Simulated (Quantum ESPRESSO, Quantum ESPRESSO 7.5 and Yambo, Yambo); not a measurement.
## Quasiparticle gap of InF3 (R-3c) in Yambo

Aim: the G0W0 gap of InF3 (R-3c) on LDA, step by step.

Calculated with Quantum ESPRESSO 7.5 and Yambo 5.3.0; LDA and many-body steps on it, plane waves.

### Step 1. Set-up

The structure is trigonal, space group R-3c (No. 167). The conventional cell has a = 5.204 Å, b = 5.204 Å, c = 14.723 Å, α = 90.00°, β = 90.00°, γ = 120.00°. In has 6 F at 2.08 Å nearest. Nearest to F lie 2 In at 2.08 Å. Farther neighbours and most contacts between anions are not listed.

The cell and positions are those that the Materials Project relaxed with its own functionals (PBE, PBE+U or r2SCAN), kept fixed.

### Step 2. Ground state

This step: Quantum ESPRESSO 7.5; DFT, LDA, plane waves, norm-conserving pseudopotentials.

The ground-state density comes first.

The input, pw.in:

```
&control
  calculation = 'scf'
  prefix = 'x'
  outdir = 'o'
  pseudo_dir = 'pseudo'
/
&system
  ibrav = 0
  nat = 8
  ntyp = 2
  ecutwfc = 80.0
  nbnd = 50
  force_symmorphic = .true.
/
&electrons
  conv_thr = 1e-10
  electron_maxstep = 80
  mixing_beta = 0.5
/
ATOMIC_SPECIES
  In 114.82 In.upf
  F 18.998 F.upf
CELL_PARAMETERS angstrom
  2.6021411829 1.5023469124 4.9075061345
  -2.6021411829 1.5023469124 4.9075061345
  0.0000000000 -3.0046938249 4.9075061345
ATOMIC_POSITIONS crystal
  In 0.5000000000 0.5000000000 0.5000000000
  In 0.0000000000 0.0000000000 0.0000000000
  F 0.3957092200 0.7500000000 0.1042907800
  F 0.7500000000 0.1042907800 0.3957092200
  F 0.8957092200 0.6042907800 0.2500000000
  F 0.2500000000 0.8957092200 0.6042907800
  F 0.6042907800 0.2500000000 0.8957092200
  F 0.1042907800 0.3957092200 0.7500000000
K_POINTS automatic
  6 6 6 0 0 0
```

Started as:

```console
$ OMP_NUM_THREADS=1 mpirun -n 8 pw.x -nk 8 -in pw.in > pw.out
```

Output:

```text
Program PWSCF v.7.5 starts

     This program is part of the open-source Quantum ESPRESSO suite
     for quantum simulation of materials; please cite
         "P. Giannozzi et al., J. Phys.:Condens. Matter 21 395502 (2009);
         "P. Giannozzi et al., J. Phys.:Condens. Matter 29 465901 (2017);
         "P. Giannozzi et al., J. Chem. Phys. 152 154105 (2020);
     in publications or presentations arising from this work. More details at
     Message from routine setup:
     using ibrav=0 with symmetry is DISCOURAGED, use correct ibrav instead

     G-vector sticks info

     bravais-lattice index     =            0
     lattice parameter (alat)  =      10.8740  a.u.
     unit-cell volume          =     776.8010 (a.u.)^3
     number of atoms/cell      =            8
     number of atomic types    =            2
     number of electrons       =        84.00
     number of Kohn-Sham states=           50
     kinetic-energy cutoff     =      80.0000  Ry
     charge density cutoff     =     320.0000  Ry
     scf convergence threshold =      1.0E-10
     mixing beta               =       0.5000
     number of iterations used =            8  plain     mixing
     Exchange-correlation= SLA  PW   NOGX NOGC
                           (   1   4   0   0   0   0   0)

     celldm(1)=  10.874024  celldm(2)=   0.000000  celldm(3)=   0.000000
     celldm(4)=   0.000000  celldm(5)=   0.000000  celldm(6)=   0.000000

     crystal axes: (cart. coord. in units of alat)
               a(1) = (   0.452209   0.261083   0.852844 )
               a(2) = (  -0.452209   0.261083   0.852844 )
               a(3) = (   0.000000  -0.522166   0.852844 )

     reciprocal axes: (cart. coord. in units 2 pi/alat)
               b(1) = (  1.105683  0.638366  0.390849 )
               b(2) = ( -1.105683  0.638366  0.390849 )
               b(3) = (  0.000000 -1.276733  0.390849 )
     Pseudo is Norm-conserving + core correction, Zval = 21.0
     Generated using ONCVPSP code by D. R. Hamann
     Using radial grid of 1894 points,  6 beta functions with:
     Pseudo is Norm-conserving + core correction, Zval =  7.0
     Generated using ONCVPSP code by D. R. Hamann
     Using radial grid of  824 points,  5 beta functions with:
     In               21.00   114.82000     In( 1.00)
     F                 7.00    18.99800     F ( 1.00)

      6 Sym. Ops., with inversion, found

   Cartesian axes

     site n.     atom                  positions (alat units)
         1        In     tau(   1) = (   0.0000000  -0.0000000   1.2792656  )
         2        In     tau(   2) = (   0.0000000   0.0000000   0.0000000  )
         3        F      tau(   3) = (  -0.1602136   0.2446682   1.0660546  )
         4        F      tau(   4) = (   0.2919957   0.0164149   1.0660546  )
         5        F      tau(   5) = (   0.1317821   0.2610831   1.4924765  )
         6        F      tau(   6) = (  -0.2919957  -0.0164149   1.4924765  )
         7        F      tau(   7) = (   0.1602136  -0.2446682   1.4924765  )
         8        F      tau(   8) = (  -0.1317821  -0.2610831   1.0660546  )

     number of k points=    40
                       cart. coord. in units 2pi/alat
        k(    1) = (   0.0000000   0.0000000   0.0000000), wk =   0.0092593
        k(    2) = (   0.0000000  -0.2127888   0.0651415), wk =   0.0555556
        k(    3) = (   0.0000000  -0.4255775   0.1302831), wk =   0.0555556
        k(    4) = (   0.0000000   0.6383663  -0.1954246), wk =   0.0277778
        k(    5) = (  -0.1842805  -0.1063944   0.1302831), wk =   0.0555556
        k(    6) = (  -0.1842805  -0.3191831   0.1954246), wk =   0.0555556
        k(    7) = (  -0.1842805   0.7447606  -0.1302831), wk =   0.0555556
        k(    8) = (  -0.1842805   0.5319719  -0.0651415), wk =   0.0555556
        k(    9) = (  -0.1842805   0.3191831   0.0000000), wk =   0.0555556
        k(   10) = (  -0.3685609  -0.2127888   0.2605662), wk =   0.0555556
     [... 28 further rows ...]
        k(   39) = (  -0.1842805  -0.5319719  -0.1302831), wk =   0.0555556
        k(   40) = (   0.7371219  -0.2127888   0.2605662), wk =   0.0555556

     Dense  grid:    74873 G-vectors     FFT dimensions: (  64,  64,  64)

     Initial potential from superposition of free atoms

     starting charge      83.9942, renormalised to      84.0000
     Starting wfcs are   50 randomized atomic wfcs

     per-process dynamical memory:   100.0 Mb

     Self-consistent Calculation

     iteration #  1     ecut=    80.00 Ry     beta= 0.50

     total energy              =   -1092.43010600 Ry
     estimated scf accuracy    <       0.99655519 Ry

     iteration #  2     ecut=    80.00 Ry     beta= 0.50

     total energy              =   -1092.72877380 Ry
     estimated scf accuracy    <       0.17414058 Ry

     iteration #  3     ecut=    80.00 Ry     beta= 0.50

     total energy              =   -1092.75357879 Ry
     estimated scf accuracy    <       0.00987182 Ry

     iteration #  4     ecut=    80.00 Ry     beta= 0.50

     total energy              =   -1092.75439197 Ry
     estimated scf accuracy    <       0.00050873 Ry

     iteration #  5     ecut=    80.00 Ry     beta= 0.50

     total energy              =   -1092.75449596 Ry
     estimated scf accuracy    <       0.00002168 Ry

     iteration #  6     ecut=    80.00 Ry     beta= 0.50

     total energy              =   -1092.75449622 Ry
     estimated scf accuracy    <       0.00000249 Ry

     iteration #  7     ecut=    80.00 Ry     beta= 0.50

     total energy              =   -1092.75449669 Ry
     estimated scf accuracy    <       0.00000012 Ry

     iteration #  8     ecut=    80.00 Ry     beta= 0.50

     total energy              =   -1092.75449672 Ry
     estimated scf accuracy    <       0.00000003 Ry

     iteration #  9     ecut=    80.00 Ry     beta= 0.50

     total energy              =   -1092.75449672 Ry
     estimated scf accuracy    <          9.1E-10 Ry

     iteration # 10     ecut=    80.00 Ry     beta= 0.50

     End of self-consistent calculation

          k = 0.0000 0.0000 0.0000 (  9321 PWs)   bands (ev):

  -108.5499-108.5498 -67.1693 -67.1693 -67.1688 -67.1688 -67.1512 -67.1506
   -17.5336 -17.0687 -17.0687 -16.9410 -16.8391 -16.8391  -8.5556  -8.5556
    -8.0754  -8.0754  -8.0509  -7.9059  -7.9001  -7.9001  -7.3455  -7.3455
    -2.7932  -0.7320  -0.7320  -0.3872   1.0025   1.1275   1.1379   1.2684
     1.2684   1.7931   1.7931   2.0962   2.1652   2.1652   2.2165   2.2165
     2.3611   2.3611   6.4029  11.8103  12.8183  13.9160  13.9160  14.9032
    15.8085  15.8085

          k = 0.0000-0.2128 0.0651 (  9391 PWs)   bands (ev):

  -108.5499-108.5498 -67.1693 -67.1693 -67.1688 -67.1688 -67.1512 -67.1506
   -17.4876 -17.0628 -17.0586 -16.9495 -16.8800 -16.8604  -8.4858  -8.4843
    -8.0638  -8.0626  -8.0395  -7.9140  -7.9113  -7.9102  -7.4450  -7.4406
    -2.6987  -0.9262  -0.5466  -0.3193   0.9437   1.0645   1.2780   1.3478
     1.4569   1.5631   1.8048   2.0401   2.0960   2.1089   2.1619   2.1720
     2.3011   2.3554   6.8211  11.2878  13.1346  13.5494  14.0186  14.9133
    15.4826  15.9135

          k = 0.0000-0.4256 0.1303 (  9404 PWs)   bands (ev):

  -108.5499-108.5499 -67.1692 -67.1692 -67.1689 -67.1689 -67.1511 -67.1507
   -17.3623 -17.0605 -17.0314 -16.9924 -16.9562 -16.9134  -8.2891  -8.2867
    -8.0319  -8.0288  -8.0094  -7.9432  -7.9387  -7.9366  -7.6956  -7.6871
    -2.4118  -1.4097  -0.0942  -0.0442   0.7857   1.0493   1.1460   1.3894
     1.4874   1.5903   1.8226   1.8854   2.0024   2.0379   2.0592   2.1394
     2.2735   2.3142   7.8097  10.2232  13.2483  13.7340  13.9044  14.7125
    15.0760  15.4987

          k = 0.0000 0.6384-0.1954 (  9372 PWs)   bands (ev):

     [... further k-points ...]

     highest occupied, lowest unoccupied level (ev):     2.3935    6.4029

!    total energy              =   -1092.75449672 Ry
     estimated scf accuracy    <          1.4E-11 Ry

     The total energy is the sum of the following terms:
     one-electron contribution =    -723.92825001 Ry
     hartree contribution      =     387.83386701 Ry
     xc contribution           =    -176.43314654 Ry
     ewald contribution        =    -580.22696718 Ry

     convergence has been achieved in  10 iterations

     XML data file, charge density, pseudopotentials, collected wavefunctions

=------------------------------------------------------------------------------=
   JOB DONE.
=------------------------------------------------------------------------------=
```

It took 46 s on 8 MPI ranks of Arm Neoverse V2, shared host; peak memory 1.3 GiB; 6 min of CPU time.

This step gave:

* total energy: -14867.6823 eV
* gap: 4.009 eV
* k of the valence top: 0, -0.5, -0.5
* k of the conduction bottom: 0, 0, 0
* least direct gap: 4.042 eV

The gap is indirect, with the least direct gap 0.03 eV higher.

### Step 3. Bands along the symmetry lines

The cheap functional maps the bands first; the places of the edges decide which points the dearer methods must see.

The input, pw.in:

```
&control
  calculation = 'bands'
  prefix = 'x'
  outdir = 'o'
  pseudo_dir = 'pseudo'
/
&system
  ibrav = 0
  nat = 8
  ntyp = 2
  ecutwfc = 80.0
  nbnd = 48
  force_symmorphic = .true.
/
&electrons
  conv_thr = 1e-9
  electron_maxstep = 80
  diago_full_acc = .true.
  diago_thr_init = 5e-6
/
ATOMIC_SPECIES
  In 114.82 In.upf
  F 18.998 F.upf
CELL_PARAMETERS angstrom
  2.6021411829 1.5023469124 4.9075061345
  -2.6021411829 1.5023469124 4.9075061345
  0.0000000000 -3.0046938249 4.9075061345
ATOMIC_POSITIONS crystal
  In 0.5000000000 0.5000000000 0.5000000000
  In 0.0000000000 0.0000000000 0.0000000000
  F 0.3957092200 0.7500000000 0.1042907800
  F 0.7500000000 0.1042907800 0.3957092200
  F 0.8957092200 0.6042907800 0.2500000000
  F 0.2500000000 0.8957092200 0.6042907800
  F 0.6042907800 0.2500000000 0.8957092200
  F 0.1042907800 0.3957092200 0.7500000000
K_POINTS crystal
  59
  0.00000000 0.00000000 0.00000000 1
  0.06250000 0.06250000 0.06250000 1
  0.12500000 0.12500000 0.12500000 1
  0.18750000 0.18750000 0.18750000 1
  0.25000000 0.25000000 0.25000000 1
  0.31250000 0.31250000 0.31250000 1
  0.37500000 0.37500000 0.37500000 1
  0.43750000 0.43750000 0.43750000 1
  0.50000000 0.50000000 0.50000000 1
  0.53385691 0.46614309 0.50000000 1
  0.56771382 0.43228618 0.50000000 1
  0.60157073 0.39842927 0.50000000 1
  0.63542764 0.36457236 0.50000000 1
  0.66928455 0.33071545 0.50000000 1
  0.70314146 0.29685854 0.50000000 1
  0.73699837 0.26300163 0.50000000 1
  0.77085528 0.22914472 0.50000000 1
  0.50000000 -0.22914472 0.22914472 1
  0.50000000 -0.20050163 0.20050163 1
  0.50000000 -0.17185854 0.17185854 1
  0.50000000 -0.14321545 0.14321545 1
  0.50000000 -0.11457236 0.11457236 1
  0.50000000 -0.08592927 0.08592927 1
  0.50000000 -0.05728618 0.05728618 1
  0.50000000 -0.02864309 0.02864309 1
  0.50000000 0.00000000 0.00000000 1
  0.43750000 0.00000000 0.00000000 1
  0.37500000 0.00000000 0.00000000 1
  0.31250000 0.00000000 0.00000000 1
  0.25000000 0.00000000 0.00000000 1
  0.18750000 0.00000000 0.00000000 1
  0.12500000 0.00000000 0.00000000 1
  0.06250000 0.00000000 0.00000000 1
  0.00000000 0.00000000 0.00000000 1
  0.04557154 -0.04557154 0.00000000 1
  0.09114309 -0.09114309 0.00000000 1
  0.13671464 -0.13671464 0.00000000 1
  0.18228618 -0.18228618 0.00000000 1
  0.22785772 -0.22785772 0.00000000 1
  0.27342927 -0.27342927 0.00000000 1
  0.31900081 -0.31900081 0.00000000 1
  0.36457236 -0.36457236 -0.00000000 1
  0.63542764 0.00000000 0.36457236 1
  0.61849919 0.00000000 0.38150081 1
  0.60157073 0.00000000 0.39842927 1
  0.58464227 0.00000000 0.41535773 1
  0.56771382 0.00000000 0.43228618 1
  0.55078536 0.00000000 0.44921464 1
  0.53385691 0.00000000 0.46614309 1
  0.51692845 0.00000000 0.48307154 1
  0.50000000 0.00000000 0.50000000 1
  0.43750000 0.00000000 0.43750000 1
  0.37500000 0.00000000 0.37500000 1
  0.31250000 0.00000000 0.31250000 1
  0.25000000 0.00000000 0.25000000 1
  0.18750000 0.00000000 0.18750000 1
  0.12500000 0.00000000 0.12500000 1
  0.06250000 0.00000000 0.06250000 1
  0.00000000 0.00000000 0.00000000 1
```

Output:

```text
[banner, memory and clock lines left out]
Program PWSCF v.7.5 starts

     Atomic positions and unit cell read from directory:
     o/x.save/

     Message from routine setup:
     using ibrav=0 with symmetry is DISCOURAGED, use correct ibrav instead

     G-vector sticks info

     bravais-lattice index     =            0
     lattice parameter (alat)  =      10.8740  a.u.
     unit-cell volume          =     776.8010 (a.u.)^3
     number of atoms/cell      =            8
     number of atomic types    =            2
     number of electrons       =        84.00
     number of Kohn-Sham states=           48
     kinetic-energy cutoff     =      80.0000  Ry
     charge density cutoff     =     320.0000  Ry
     Exchange-correlation= SLA  PW   NOGX NOGC
                           (   1   4   0   0   0   0   0)

     celldm(1)=  10.874024  celldm(2)=   0.000000  celldm(3)=   0.000000
     celldm(4)=   0.000000  celldm(5)=   0.000000  celldm(6)=   0.000000

     crystal axes: (cart. coord. in units of alat)
               a(1) = (   0.452209   0.261083   0.852844 )
               a(2) = (  -0.452209   0.261083   0.852844 )
               a(3) = (   0.000000  -0.522166   0.852844 )

     reciprocal axes: (cart. coord. in units 2 pi/alat)
               b(1) = (  1.105683  0.638366  0.390849 )
               b(2) = ( -1.105683  0.638366  0.390849 )
               b(3) = (  0.000000 -1.276733  0.390849 )
     Pseudo is Norm-conserving + core correction, Zval = 21.0
     Generated using ONCVPSP code by D. R. Hamann
     Using radial grid of 1894 points,  6 beta functions with:
     Pseudo is Norm-conserving + core correction, Zval =  7.0
     Generated using ONCVPSP code by D. R. Hamann
     Using radial grid of  824 points,  5 beta functions with:
     In               21.00   114.82000     In( 1.00)
     F                 7.00    18.99800     F ( 1.00)

      6 Sym. Ops., with inversion, found

   Cartesian axes

     site n.     atom                  positions (alat units)
         1        In     tau(   1) = (   0.0000000  -0.0000000   1.2792656  )
         2        In     tau(   2) = (   0.0000000   0.0000000   0.0000000  )
         3        F      tau(   3) = (  -0.1602136   0.2446682   1.0660546  )
         4        F      tau(   4) = (   0.2919957   0.0164149   1.0660546  )
         5        F      tau(   5) = (   0.1317821   0.2610831   1.4924765  )
         6        F      tau(   6) = (  -0.2919957  -0.0164149   1.4924765  )
         7        F      tau(   7) = (   0.1602136  -0.2446682   1.4924765  )
         8        F      tau(   8) = (  -0.1317821  -0.2610831   1.0660546  )

     number of k points=    59
                       cart. coord. in units 2pi/alat
        k(    1) = (   0.0000000   0.0000000   0.0000000), wk =   0.0338983
        k(    2) = (   0.0000000   0.0000000   0.0732842), wk =   0.0338983
        k(    3) = (   0.0000000   0.0000000   0.1465685), wk =   0.0338983
[...]
[... 47 further rows ...]
        k(   58) = (   0.0691052  -0.0398979   0.0488562), wk =   0.0338983
        k(   59) = (   0.0000000   0.0000000   0.0000000), wk =   0.0338983

     Dense  grid:    74873 G-vectors     FFT dimensions: (  64,  64,  64)

     The potential is recalculated from file :
     o/x.save/charge-density

     Starting wfcs are   50 randomized atomic wfcs

     Band Structure Calculation

     End of band structure calculation

          k = 0.0000 0.0000 0.0000 (  9321 PWs)   bands (ev):

  -108.5499-108.5499 -67.1693 -67.1693 -67.1688 -67.1688 -67.1513 -67.1506
   -17.5336 -17.0687 -17.0687 -16.9410 -16.8390 -16.8390  -8.5556  -8.5556
    -8.0755  -8.0754  -8.0509  -7.9059  -7.9001  -7.9001  -7.3455  -7.3455
    -2.7932  -0.7320  -0.7320  -0.3872   1.0025   1.1275   1.1379   1.2684
[...]
k = 0.0000 0.0000 0.0733 (  9327 PWs)   bands (ev):

  -108.5499-108.5499 -67.1693 -67.1693 -67.1688 -67.1688 -67.1512 -67.1506
[...]
k = 0.0000 0.0000 0.1466 (  9321 PWs)   bands (ev):

  -108.5499-108.5499 -67.1693 -67.1693 -67.1688 -67.1688 -67.1512 -67.1506
[...]
k =-0.0000 0.0000 0.2199 (  9348 PWs)   bands (ev):

[...]
k =-0.0000 0.0000 0.4397 (  9353 PWs)   bands (ev):

[...]
k =-0.0000 0.0000 0.5130 (  9320 PWs)   bands (ev):

[...]
k = 0.8062-0.1197 0.1954 (  9402 PWs)   bands (ev):

[...]
k = 0.7745-0.0648 0.1954 (  9386 PWs)   bands (ev):

[...]
k = 0.7429-0.0099 0.1954 (  9402 PWs)   bands (ev):

[...]
k = 0.5039 0.0000-0.0000 (  9414 PWs)   bands (ev):

[...]
k = 0.6047 0.0000-0.0000 (  9408 PWs)   bands (ev):

[...]
k = 0.8062 0.0000 0.0000 (  9400 PWs)   bands (ev):

[...]
k = 0.1382-0.0798 0.0977 (  9367 PWs)   bands (ev):

[...]
k = 0.0691-0.0399 0.0489 (  9345 PWs)   bands (ev):

  -108.5499-108.5499 -67.1693 -67.1693 -67.1688 -67.1688 -67.1512 -67.1506
[...]
k = 0.0000 0.0000 0.0000 (  9321 PWs)   bands (ev):

  -108.5499-108.5499 -67.1693 -67.1693 -67.1688 -67.1688 -67.1513 -67.1506
[...]
1.2684   1.7931   1.7931   2.0962   2.1652   2.1652   2.2165   2.2165
     2.3611   2.3611   6.4029  11.8103  12.8183  13.9160  13.9160  14.9032

     XML data file, pseudopotentials, collected wavefunctions
```

The job ended after 16 s (8 MPI ranks; peak memory 0.95 GiB; 2.1 min of CPU time).

Numbers from this step:

```yaml
gap: 4.009 eV
k_of_the_valence_top: 0.5, 0, 0.5
k_of_the_conduction_bottom: 0, 0, 0
least_direct_gap: 4.042 eV
```

The gap is 4.009 eV, as in the run before at this level.

Electronic bands along the path, in eV, zero at the top of the highest filled band:

| point | band 39 | band 40 | band 41 | band 42 | band 43 | band 44 | band 45 | band 46 |
| --- | --- | --- | --- | --- | --- | --- | --- | --- |
| Γ | -0.18 | -0.18 | -0.03 | -0.03 | 4.01 | 9.42 | 10.42 | 11.52 |
| halfway | -0.18 | -0.18 | -0.05 | -0.05 | 4.78 | 8.22 | 11.14 | 11.80 |
| T | -0.12 | -0.12 | -0.12 | -0.12 | 6.43 | 6.43 | 11.71 | 11.71 |
| halfway | -0.21 | -0.21 | -0.14 | -0.14 | 6.78 | 6.78 | 10.66 | 10.66 |
| H2 | -0.18 | -0.18 | -0.09 | -0.09 | 7.09 | 7.09 | 10.03 | 10.03 |
| jump to H0 | -0.18 | -0.18 | -0.09 | -0.09 | 7.09 | 7.09 | 10.03 | 10.03 |
| halfway | -0.26 | -0.26 | -0.10 | -0.10 | 6.80 | 6.80 | 10.54 | 10.54 |
| L | -0.26 | -0.26 | -0.13 | -0.13 | 6.61 | 6.61 | 11.02 | 11.02 |
| halfway | -0.28 | -0.27 | -0.11 | -0.05 | 4.88 | 8.40 | 10.95 | 11.04 |
| Γ | -0.18 | -0.18 | -0.03 | -0.03 | 4.01 | 9.42 | 10.42 | 11.52 |
| halfway | -0.23 | -0.19 | -0.16 | -0.03 | 5.19 | 8.20 | 10.46 | 11.32 |
| S0 | -0.22 | -0.18 | -0.14 | -0.03 | 6.85 | 7.23 | 9.89 | 10.62 |
| jump to S2 | -0.22 | -0.18 | -0.14 | -0.03 | 6.85 | 7.23 | 9.89 | 10.62 |
| halfway | -0.21 | -0.19 | -0.16 | -0.01 | 6.61 | 7.83 | 9.71 | 10.51 |
| F | -0.25 | -0.20 | -0.15 | 0.00 | 6.54 | 8.08 | 9.59 | 10.49 |
| halfway | -0.27 | -0.16 | -0.14 | -0.09 | 5.10 | 8.53 | 10.55 | 10.74 |
| Γ | -0.18 | -0.18 | -0.03 | -0.03 | 4.01 | 9.42 | 10.42 | 11.52 |

[end of part 1 of 3]

[Paths, hosts, dates, memory and timing lines, banners, echoed tables and standing remarks are left out of the program output.]

[Logs are printed without paths, hosts, clocks, repeated set-up lines and the standing remarks that a program may print on its own settings, such as how far it seeks lower states.]

[Runs of the session that timed out or met a known fault of the program may be left out.]

[Hosts, paths, dates, database ids (printed as entryN), source tags and the programs' standing remarks are cut or masked in the printed files.]
